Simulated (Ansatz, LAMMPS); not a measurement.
# Convergence of a linear-scaling basis for ionic liquid Pyr13+ BF4- at 450 K (128 atoms)

Wanted: errors and times of a linear-scaling basis for ionic liquid Pyr13+ BF4- at 450 K (128 atoms). A setting counts as converged where the r.m.s. difference of forces stays under 1 % of the r.m.s. force.

Main program and level: Ansatz 0.2.0; Kohn-Sham DFT, PBE+D4, PAW (set soft_2), plane waves.

**1. The starting structure**

The cell holds 128 atoms: 32 C, 4 N, 72 H, 4 B and 16 F. Cell: a = 10.731 Å, b = 10.731 Å, c = 10.731 Å, α = 90.0°, β = 90.0°, γ = 90.0°. 4 Pyr13+, 4 BF4- placed at random, at 1.16 g/cm³; overlaps pushed apart, then 10 ps at 700 K with stiff harmonic cages for PF6 and BF4 with UFF radii; MMFF94 bonds, angles, torsions, charges and radii (Halgren, J. Comput. Chem. 17, 490 (1996)) in harmonic and 12-6 forms; charges of ions scaled by 0.8. Snapshot after 30 ps at 450 K and fixed volume.

Limits known from the start: The network of contacts between molecules at the start is that of the classical potential that made the cell, and needn't be the one that DFT or experiment would give. The density was typed from a rule of thumb and may lie off the real one at this temperature. Sampling is at Γ alone, for a cell whose shortest periodic width is 11 Å.

**2. Making the structure**

A classical potential makes the cell, at a small fraction of what the same run would cost in DFT.

This step: classical MD, stiff harmonic cages for PF6 and BF4 with UFF radii; MMFF94 bonds, angles, torsions, charges and radii (Halgren, J. Comput. Chem. 17, 490 (1996)) in harmonic and 12-6 forms; charges of ions scaled by 0.8 (LAMMPS 22 Jul 2025 - Update 4).

in.lmp

```
# ionic liquid Pyr13+ BF4-
units real
atom_style full
boundary p p p
bond_style harmonic
angle_style harmonic
dihedral_style opls
improper_style harmonic
special_bonds lj 0 0 0.5 coul 0 0 0.75
read_data data.lmp
neigh_modify delay 0 every 1 check yes one 4000
comm_modify cutoff 12.0
timestep 0.5
thermo_style custom step time temp pe press density
thermo_modify norm yes
# push overlapping molecules apart
pair_style soft 2.6
pair_coeff * * 0.0
variable a equal ramp(1,60)
fix ad all adapt 1 pair soft a * * v_a
velocity all create 700 413988 mom yes dist gaussian
fix lim all nve/limit 0.03
fix lan all langevin 700 700 50 413989 zero yes
thermo 1000
run 3000 post no
unfix ad
pair_style lj/cut/coul/long 9.0
pair_modify mix arithmetic tail yes
pair_coeff 1 1 0.0678 3.3680   # C
pair_coeff 2 2 0.0721 3.3270   # N
pair_coeff 3 3 0.0216 2.5400   # H
pair_coeff 4 4 0.1800 3.6375   # B
pair_coeff 5 5 0.0500 2.9970   # F
kspace_style pppm 1.0e-4
# [... 17 lines left out ...]
compute msd all msd com yes
thermo 7500
fix md all nvt temp 450 450 100
run 30000 post no
print "== T450: mean square displacement over the hold $(c_msd[4]:%.2f) A^2"
unfix md
uncompute msd
write_dump all custom T450.dump id type xs ys zs modify sort id
```

Command:

```console
$ lmp -in in.lmp -log none -nocite
```

Log:

```text
LAMMPS (22 Jul 2025 - Update 4)
Reading data file ...
  orthogonal box = (0 0 0) to (10.73063 10.73063 10.73063)
  128 atoms
  orthogonal box = (0 0 0) to (10.73063 10.73063 10.73063)
  148 bonds
  216 angles
  324 dihedrals
WARNING: Bond/angle/dihedral extent > half of periodic box length
   Step          Time           Temp          PotEng         Press         Density
         0   0              700            0.47684384    -7539.3919      1.1560002
      1000   500            631.96297      2.5661386      32193.256      1.1560002
      2000   1000           634.88927      2.5158132      25663.273      1.1560002
[... 45 lines left out ...]
Loop time of 1.75947 s on 1 MPI rank(s) for 5000 steps with 128 atoms
WARNING: Bond/angle/dihedral extent > half of periodic box length
   Step          Time           Temp          PotEng         Press         Density
[... 2 lines left out ...]
     30000   29000          512.03761     -0.89230383     4264.9616      1.1560002
     37500   36500          417.00694     -1.0072918      7011.4546      1.1560002
     45000   44000          415.5607      -0.92135532     9908.101       1.1560002
     47000   46000          482.88945     -1.1964807      1794.4448      1.1560002
WARNING: Bond/angle/dihedral extent > half of periodic box length
Loop time of 10.0951 s on 1 MPI rank(s) for 30000 steps with 128 atoms
== T450: mean square displacement over the hold 5.78 A^2
```

It took 17 s on 1 thread of AMD EPYC 9R45, shared host; peak memory 0.12 GiB.

The input also reads data.lmp (atoms, bonds and types; not printed here).

**3. Plane-wave single point**

The first run uses the default basis; a harder plane-wave run follows as the reference for the support functions.

input.yaml

```yaml
crystal:
  lattice:
    - [10.73063, 0.0, 0.0]
    - [0.0, 10.73063, 0.0]
    - [0.0, 0.0, 10.73063]
  atoms:
    - { symbol: C, position: [0.10229, 0.44677, 0.80823] }
    - { symbol: C, position: [0.0257, 0.47592, 0.92367] }
    - { symbol: C, position: [0.90864, 0.53992, 0.89402] }
    - { symbol: "N", position: [0.83704, 0.58367, 0.00164] }
    - { symbol: C, position: [0.72811, 0.66323, 0.95752] }
    - { symbol: C, position: [0.91428, 0.66135, 0.08422] }
    - { symbol: C, position: [0.9173, 0.58672, 0.20809] }
    - { symbol: C, position: [0.78127, 0.53866, 0.21495] }
    - { symbol: C, position: [0.77994, 0.47906, 0.08386] }
    - { symbol: H, position: [0.0711, 0.363, 0.76238] }
    - { symbol: H, position: [0.09981, 0.52751, 0.7437] }
    - { symbol: H, position: [0.19609, 0.43055, 0.83668] }
    - { symbol: H, position: [0.00322, 0.37933, 0.95448] }
    - { symbol: H, position: [0.092, 0.51343, 0.99395] }
    - { symbol: H, position: [0.95145, 0.62874, 0.8497] }
    - { symbol: H, position: [0.85166, 0.48876, 0.832] }
    - { symbol: H, position: [0.77052, 0.742, 0.91173] }
    - { symbol: H, position: [0.67676, 0.60413, 0.88926] }
    - { symbol: H, position: [0.66194, 0.6877, 0.03264] }
    - { symbol: H, position: [0.01054, 0.68259, 0.05628] }
    - { symbol: H, position: [0.85319, 0.74422, 0.1149] }
    - { symbol: H, position: [0.93852, 0.64066, 0.2909] }
    - { symbol: H, position: [0.97422, 0.50674, 0.20179] }
    - { symbol: H, position: [0.73486, 0.62436, 0.22893] }
    - { symbol: H, position: [0.75933, 0.47624, 0.28545] }
    - { symbol: H, position: [0.68578, 0.45286, 0.05633] }
    - { symbol: H, position: [0.84724, 0.403, 0.08036] }
    - { symbol: C, position: [0.12677, 0.49038, 0.47347] }
    - { symbol: C, position: [0.23536, 0.57197, 0.52317] }
    - { symbol: C, position: [0.30316, 0.64303, 0.42384] }
    - { symbol: "N", position: [0.39733, 0.73889, 0.46765] }
    - { symbol: C, position: [0.45785, 0.78186, 0.34811] }
    [... 90 atom lines left out ...]
    - { symbol: F, position: [0.68547, 0.05552, 0.89812] }
    - { symbol: B, position: [0.37244, 0.64897, 0.02212] }
    - { symbol: F, position: [0.34082, 0.56774, 0.92271] }
    - { symbol: F, position: [0.4336, 0.75881, 0.00964] }
    - { symbol: F, position: [0.44166, 0.59226, 0.11883] }
    - { symbol: F, position: [0.25067, 0.68043, 0.07368] }
kpoints:
  mp_grid: { grid: [1, 1, 1] }
hamiltonian:
  xc: pbe
  dispersion: d4
scf:
  occupations: { method: gaussian, width: 0.025 }
output:
  forces: true
  stress: true
  populations: intrinsic
  dos:
    method: { smearing: { sigma: 0.1 } }
    de: 0.1
    projected: { site_lists: { B: [B], C: [C], F: [F], H: [H], "N": ["N"] } }
  eigenvalues: true
  write_density: true
  write_potential: true
  volumetric_format: npy
  elf: true
```

Command:

```console
$ ansatz run input.yaml --threads 8 --pin off --max-ram 15872MiB --backend cpu --events-out ev --progress --plain --runs-dir out
```

Log:

```text
Engine: ansatz 0.2.0, x86_64-unknown-linux-gnu
Pseudopotentials: kind: paw
Pseudopotential: C, paw, valence charge 4, recommended cutoff 420 eV (normal), C.paw.azcp
Pseudopotential: N, paw, valence charge 5, recommended cutoff 420 eV (normal), N.paw.azcp
Pseudopotential: H, paw, valence charge 1, recommended cutoff 420 eV (normal), H.paw.azcp
Pseudopotential: B, paw, valence charge 3, recommended cutoff 420 eV (normal), B.paw.azcp
Pseudopotential: F, paw, valence charge 7, recommended cutoff 420 eV (normal), F.paw.azcp
[... 5 lines on functional and potentials left out ...]
Crystal: 128 atoms, lattice volume = 1235.594 Å³
Basis set: ecut = 420 eV, 24111 PW (Γ), exchange–correlation on 144×144×144 points (8 copies of the dense FFT grid, shifted against one another)
Bands: 300, of which v1, the nominal top of the filled ones, is band 172 counted from 1 (171 counted from 0)
Symmetry: 1 space group operations
Space group: P1 (ITA 1), of the structure as read, at distance tolerance 1.1e-4 Å
k-points: 1
[... 11 lines on functional and potentials left out ...]
Initial density: superposition of atomic densities (neutral atoms: chi_scale 0, normalization atom), corrected by the library's trained network
Initial wavefunctions: pseudopotential atomic-orbital guess
Functional: x = pbe(κ = 0.804, μ = 0.219515), c = pbe(β = 0.066725)
SCF iter   1: F=—  HF=-24298.082569 eV  |F-HF|=—  |Δ(HF+E_count)|=         —  Δρ=4.87e-3  dr2=4.68e-1  ethr=1.77e-3  ⟨swp⟩=6.0  Hψ=1366  notcnv=0  defer=45
preconditioner: auto → Resta (q_TF=auto, 2.205 Å⁻¹)  ε∞=2.4  [insulator: Δε(μ)=5.614 eV  Ē_g=16.641 eV  σ=0.025 eV  W_gap=1.00  n_scr=250 (ndim 8)  ℏωp=19.4 eV  f_vac=0.243  D(μ)=0.00/eV (n_scr^D=0)  ε∞_Penn≈2.4]
SCF iter   2: F=—  HF=-24297.976799 eV  |F-HF|=—  |Δ(HF+E_count)|=   1.06e-1  Δρ=2.38e-3  dr2=9.89e-2  ethr=1.36e-4  ⟨swp⟩=4.0  Hψ=527  notcnv=0  defer=119
SCF iter   3: F=—  HF=-24297.957824 eV  |F-HF|=—  |Δ(HF+E_count)|=   1.90e-2  Δρ=9.54e-4  dr2=1.54e-2  ethr=2.88e-5  ⟨swp⟩=2.0  Hψ=304  notcnv=0  defer=119
SCF iter   4: F=—  HF=-24297.955565 eV  |F-HF|=—  |Δ(HF+E_count)|=   2.26e-3  Δρ=4.78e-4  dr2=2.36e-3  ethr=4.48e-6  ⟨swp⟩=2.0  Hψ=359  notcnv=0  defer=119
SCF iter   5: F=—  HF=-24297.955286 eV  |F-HF|=—  |Δ(HF+E_count)|=   2.80e-4  Δρ=1.77e-4  dr2=3.53e-4  ethr=6.87e-7  ⟨swp⟩=2.0  Hψ=355  notcnv=0  defer=119
SCF iter   6: F=—  HF=-24297.955227 eV  |F-HF|=—  |Δ(HF+E_count)|=   5.91e-5  Δρ=4.03e-5  dr2=1.95e-5  ethr=1.03e-7  ⟨swp⟩=2.0  Hψ=342  notcnv=0  defer=119
SCF iter   7: F=—  HF=-24297.956689 eV  |F-HF|=—  |Δ(HF+E_count)|=   1.46e-3  Δρ=2.68e-5  dr2=5.92e-6  ethr=5.68e-9  ⟨swp⟩=2.0  Hψ=472  notcnv=0  defer=119
SCF iter   8: F=—  HF=-24297.956688 eV  |F-HF|=—  |Δ(HF+E_count)|=   1.43e-6  Δρ=5.83e-6  dr2=3.62e-7  ethr=1.72e-9  ⟨swp⟩=2.0  Hψ=517  notcnv=0  defer=119
SCF iter   9: F=-24297.956688 eV  HF=-24297.956688 eV  |F-HF|=3.12e-8  |Δ(HF+E_count)|=   7.63e-9  Δρ=1.97e-6  dr2=4.80e-8  ethr=2.91e-11  ⟨swp⟩=21.0  Hψ=2763  notcnv=0
SCF 1 converged in 9 iterations: F = -24297.956688 eV  dr2 = 4.80e-8
  greatest PAW one-centre occupation: 0.931 electrons in one spin orbital (limit 2), on the F atom at site 125 (counted from 0), in its partial waves of l = 0
WARN: The input density's exchange-correlation potential varies sharply where the density is thin. Do not read a vacuum level from v_tot or v_xc, or from such a field of the output density. On a cell that repeats whose density bears no net charge and no dipole along the vacuum's axis use v_es (v_loc + v_h of the components); [...]
SCF converged after 9 iterations
Free energy (F): -24297.956688 eV
Harris-Foulkes:  -24297.956688 eV  (|F-HF|=3.12e-8)
Internal energy: -24297.956688 eV  (E = F + TS)
E sigma→0 (E₀):  -24297.956688 eV
Fermi energy:    1.287358 eV
--- Per-component energies (eV) ---
  E_band       = -2822.236774
  E_kinetic    = 7980.703561
  E_local      = -28338.663153  (includes V_loc(G=0)·N_el)
  E_nonlocal   = 2391.222763
  E_hartree    = 10704.329538
  E_xc         = -3839.433930
  E_vxc        = -4843.811999  (∫ρ·V_xc dr)
  E_paw        = -7257.983400  (= ΣΔE_a)
  E_vpaw       = -1420.274192  (= ΣTr[D̂ρ^β])
  E_aug_tail   = -0.065371  (compensation charges beyond the density's cutoff)
  E_ewald      = -5932.252899
  E_disp       = -5.813797  (pairwise vdW)
  E_smearing   = -0.000000  (= −TS)
  E_closure    = 0.000000  (closes the sum)
  Σ components = -24297.956688   (vs F -24297.956688, Δ=0.00e0)
--- Forces (eV/Å), atoms counted from 1 ---
  atom   1  C     -0.43921270     1.18171844    -0.49507313
  atom   2  C      1.20118366    -3.29175839     1.00089299
  atom   3  C      2.16554495     3.09371604    -0.47657289
  atom   4  N     -2.14330053     0.01438866     0.19871506
  atom   5  C     -0.43543344    -1.06532749    -0.79212438
  atom   6  C     -0.43288341     1.01134326     3.67456100
  atom   7  C     -1.10407130     0.25972534     0.33547512
  atom   8  C      2.58210422     0.51473173    -2.40281016
  atom   9  C     -0.21941691     0.98248979     0.80630054
  atom  10  H     -0.38831252    -0.34474388    -0.51856004
  atom  11  H      0.19071675    -0.43970653     0.03045327
  atom  12  H      1.00499458    -0.00207009     0.06812569
  atom  13  H     -0.00768630     0.29984817     0.59611933
  atom  14  H     -0.78537293     0.45646294    -0.24273825
[...]
atom 127  F      0.17514125    -1.42981275     0.08406539
  atom 128  F     -0.28039428     0.03542649     0.12510594
  max |Σ_I F_I| component: 9.83e-5 eV/Å
--- Stress (GPa, compression-positive) ---
        1.516820      -0.828708       1.428959
       -0.828702       2.485215       0.690359
        1.428960       0.690361       1.591043
  P = ⅓ Tr σ = 1.8644 GPa (18.644 kbar)
--- Band table (eV) ---
  k-point 0: bands = ["-24.3365", "-24.2282", "-24.1617", "-23.8192", [... 284 levels ...], "11.6964", "11.7108", "11.7807", "11.8244", "11.8829", "11.9538", "11.9906", "12.0089", "12.0428", "12.1322", "12.1405", "12.2574"]
--- intrinsic populations: 128 sites ---
  site symbol       q [e]
     0      C      4.5029
     1      C      4.3240
     2      C      4.2170
[...]
127      F      7.4837
  spilling = 0.000000 (of n_electrons = 344.000000)
```

It took 4.3 s on 8 threads of AMD EPYC 9R45, shared host; peak memory 1.5 GiB; 30 s of CPU time.

The column dr2 measures how far the density is from self-consistency, as an energy; F and HF (Harris–Foulkes) agree once it is small.

The program notes that the exchange-correlation potential is rough where the density is thin.

Read from the output:

```
free energy                                      : -24297.9567 eV
free energy per atom                             : -189.8278 eV/atom
SCF cycles                                       : 9
pressure                                         : 1.864 GPa
r.m.s. force component                           : 0.9511 eV/Å
longest force                                    : 4.731 eV/Å
Fermi energy                                     : 1.287 eV
gap (highest filled to lowest empty level) : 5.814 eV
```

The r.m.s. force component of 0.95 eV/Å and the pressure of 1.9 GPa set the scale for the differences below.

**4. Plane waves at 750 eV (750 eV)**

The grid of the support functions holds more waves than the default cutoff, so they are judged against a harder plane-wave run.

input.yaml, the sections that differ from step 3:

```yaml
output:
  forces: true
  eigenvalues: true
basis:
  ecutwfc: "750 eV"
# crystal, kpoints, hamiltonian, scf: as in step 3
```

Log:

```text
[...]
Crystal: 128 atoms, lattice volume = 1235.594 Å³
Basis set: ecut = 750 eV, 57747 PW (Γ), exchange–correlation on 192×192×192 points (8 copies of the dense FFT grid, shifted against one another)
Bands: 300, of which v1, the nominal top of the filled ones, is band 172 counted from 1 (171 counted from 0)
Symmetry: 1 space group operations
[...]
k-points: 1
[...]
SCF iter   1: F=—  HF=-24298.533795 eV  |F-HF|=—  |Δ(HF+E_count)|=         —  Δρ=5.04e-3  dr2=4.70e-1  ethr=1.77e-3  ⟨swp⟩=6.0  Hψ=1370  notcnv=0  defer=49
[...]
SCF iter   3: F=—  HF=-24298.406130 eV  |F-HF|=—  |Δ(HF+E_count)|=   1.97e-2  Δρ=9.67e-4  dr2=1.54e-2  ethr=2.91e-5  ⟨swp⟩=3.0  Hψ=310  notcnv=0  defer=19
automatic band count: iteration 3 solves 200 bands in place of 300: the levels show a gap, and the empty bands left out lie too high to hold charge; the band table lists the bands solved (type scf.n_extra_bands for more)
SCF iter   4: F=—  HF=-24298.403874 eV  |F-HF|=—  |Δ(HF+E_count)|=   2.26e-3  Δρ=4.79e-4  dr2=2.37e-3  ethr=4.47e-6  ⟨swp⟩=2.0  Hψ=359  notcnv=0  defer=19
[...]
SCF iter   9: F=-24298.404523 eV  HF=-24298.404523 eV  |F-HF|=3.00e-8  |Δ(HF+E_count)|=   1.45e-8  Δρ=1.95e-6  dr2=4.79e-8  ethr=2.91e-11  ⟨swp⟩=15.0  Hψ=992  notcnv=0
SCF 1 converged in 9 iterations: F = -24298.404523 eV  dr2 = 4.79e-8
[...]
SCF converged after 9 iterations
Free energy (F): -24298.404523 eV
[...]
Internal energy: -24298.404523 eV  (E = F + TS)
E sigma→0 (E₀):  -24298.404523 eV
Fermi energy:    1.287010 eV
[...]
Σ components = -24298.404523   (vs F -24298.404523, Δ=0.00e0)
--- Forces (eV/Å), atoms counted from 1 ---
  atom   1  C     -0.43280943     1.17924332    -0.50330269
  atom   2  C      1.20360757    -3.29624907     1.01131739
  atom   3  C      2.16307290     3.09536122    -0.48495974
  atom   4  N     -2.14211366     0.01361674     0.19798185
[...]
atom 128  F     -0.27779917     0.03504429     0.12388410
  max |Σ_I F_I| component: 8.54e-5 eV/Å
--- Band table (eV) ---
[...]
```

Elapsed: 4.6 s, on 8 threads; peak memory 3 GiB.

Forces differ from the reference by 5.3 meV/Å r.m.s., 0.55 % of their size, within a tolerance of 1 %; the energy by -3.5 meV/atom.

**5. Support functions medium**

The cell is solved in localised support functions. Besides, the program derives a nominal cutoff of 631 eV for this run, against the reference's 750.

This step: Kohn-Sham DFT, PBE+D4, PAW (set soft_2), localised support functions (medium) (Ansatz 0.2.0).

input.yaml, the sections that differ from step 4:

```yaml
scf:
  occupations: { method: gaussian, width: 0.025 }
  eigensolver: { kind: { support_functions: { accuracy: medium } } }
  max_iter: 150
# crystal, kpoints, hamiltonian, output: as in step 4
# basis: removed
```

Log:

```text
Warning: scf.eigensolver.kind.support_functions: disabling space-group detection — the functions' gradient is summed over unrotated k-points, so no spatial operation reduces the k-mesh or symmetrises the density; time reversal is kept, so that k and −k are solved as one point where they differ and the mesh holds both, and exact exchange and, on two spinor components, a DFT+U term hold to it where the run has them: [...]
Warning: basis.ecutwfc = 631 eV, auto-derived: no grid that the accuracy of the support functions lays serves the files at the lower one that their records recommend; a deck with other species or settings can derive another value
settings of this run that can trade accuracy for cost: scf.eigensolver.kind.support_functions [...]
[...]
Crystal: 128 atoms, lattice volume = 1235.594 Å³
Basis set: ecut = 631 eV, 44395 PW (Γ), exchange–correlation on 180×180×180 points (8 copies of the dense FFT grid, shifted against one another)
Bands: 207, of which v1, the nominal top of the filled ones, is band 172 counted from 1 (171 counted from 0)
Symmetry: 1 space group operations
k-points: 1
[...]
SCF iter   1: F=—  HF=-24329.052178 eV  |F-HF|=—  |Δ(HF+E_count)|=         —  Δρ=1.11e-1  dr2=1.58e2  ethr=1.00e-1
[...]
SCF iter  12: F=—  HF=-24298.460077 eV  |F-HF|=—  |Δ(HF+E_count)|=   1.04e-3  Δρ=1.37e-5  dr2=3.25e-6  ethr=5.77e-9  κ⁻¹=2.7e-7(r=7)
SCF iter  13: F=-24298.460076 eV  HF=-24298.460076 eV  |F-HF|=2.82e-7  |Δ(HF+E_count)|=   6.49e-7  Δρ=3.50e-6  dr2=4.34e-7  ethr=9.44e-10
SCF 1 converged in 13 iterations: F = -24298.474184 eV  dr2 = 4.34e-7
[...]
SCF converged after 13 iterations
Stability not checked: this state was not tested for a lower state beside it, because the mixer in use, unlike msr1, does not test its closes by its own steps (another_mixer; see scf.mixing.algorithm and scf.lower_state_search)
Free energy (F): -24298.474184 eV
[...]
Internal energy: -24298.474184 eV  (E = F + TS)
E sigma→0 (E₀):  -24298.474184 eV
Fermi energy:    1.287009 eV
[...]
Σ components = -24298.474184   (vs F -24298.474184, Δ=0.00e0)
--- Forces (eV/Å), atoms counted from 1 ---
  atom   1  C     -0.43292839     1.17918972    -0.50348755
  atom   2  C      1.20363148    -3.29605669     1.01152732
  atom   3  C      2.16360542     3.09525660    -0.48615642
  atom   4  N     -2.14307364     0.01325923     0.19795707
[...]
atom 128  F     -0.27809106     0.03514962     0.12399258
  max |Σ_I F_I| component: 2.36e-3 eV/Å
--- Band table (eV) ---
[...]
```

Run time: 24 s. Hardware: 8 threads; peak memory 3.3 GiB.

The program notes that the band table was not solved further than the SCF left it and it switched symmetry off.

Keys that differ from the reference: basis.ecutwfc removed, support_functions.accuracy = "medium" and scf.max_iter = 150.

Forces differ from the reference by 0.53 meV/Å r.m.s., 0.056 % of their size, well within a tolerance of 1 %; the energy by -0.54 meV/atom. It took 5.1 times the reference's time (shared host, so rough).

(Part 1 of 3 ends here.)

[Long decimals in the printed logs are rounded to 6 places.]

[Logs are printed without paths, hosts, clocks, repeated set-up lines and the standing remarks that a program may print on its own settings, such as how far it seeks lower states.]

[Hosts, paths, dates, database ids (printed as entryN), source tags and the programs' standing remarks are cut or masked in the printed files.]

[The MMFF94 radii named for the starting cell were scaled by 0.96; in molecules described by MMFF94, hydrogen bound to N, O or S took a small fixed 12-6 site in their place.]
